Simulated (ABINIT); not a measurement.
# NaCl (Fm-3m): ε∞ against volume

The cell of NaCl (Fm-3m) is scaled evenly and the response computed anew at each volume, on one mesh.

The structure is cubic, space group Fm-3m (No. 225). Conventional cell: a = 5.620 Å, b = 5.620 Å, c = 5.620 Å, α = 90.00°, β = 90.00°, γ = 90.00°. Cl on site b has 6 Na at 2.81 Å as nearest neighbours. Around Na on site a lie 6 Cl at 2.81 Å.

Method: ABINIT 10.8.3, PBE, independent particles, k-mesh 10×10×10, Lorentzian half width 0.04 eV.

Launch of the response step: `optic optic.abi`. The series took 3.3 min in all, its band step included, on 4 threads of AMD EPYC 7B13 (Zen 3) (shared host).

| V/V₀ | V (Å³, primitive cell) | ε∞ |
| --- | --- | --- |
| 0.94 | 41.71 | 2.7884 |
| 0.97 | 43.04 | 2.7571 |
| 1.00 | 44.38 | 2.7274 |
| 1.03 | 45.71 | ? |
| 1.06 | 47.04 | 2.6744 |

For small changes the quantity should be close to linear in ln V.

Working, on the rows shown:

| x = ln(V/V₀) | y = ε∞ |
| --- | --- |
| -0.0618754 | 2.7884 |
| -0.0304592 | 2.7571 |
| 0 | 2.7274 |
| 0.0582689 | 2.6744 |

Means: x̄ = -0.0085164, ȳ = 2.7368. Σ(x − x̄)(y − ȳ) = -0.007446, Σ(x − x̄)² = 0.007861. Slope = -0.007446 / 0.007861 = -0.9472; intercept = ȳ − slope · x̄ = 2.7288. The line misses the rows shown by at most 0.0014.

Problem. Predict the last column of the withheld row from the fit.

Solution. At x = 0.029559 the line gives y = 2.7008. The run gave 2.7015, so the interpolation is off by 0.00074, 0.6 % of the range in the table.

Between the rows on either side of x = 0 the slope is (2.7015 − 2.7571) / (0.029559 − (-0.030459)) = -0.9264. So d ln ε∞/d ln V = -0.34 at V₀: ε∞ rises under slight compression. Fixed polarisabilities with Lorentz local fields (Clausius-Mossotti) would give −(ε − 1)(ε + 2)/3ε = -1.00, so the polarisability itself falls as the cell is compressed. The cell comes from an older database entry, whose edges can be off by a per cent or so. Excitons are left out and so are local fields; PBE gaps are as a rule too small. The values come from a sum over the points of one k-mesh and carry its error, which grows as the direct gap shrinks.
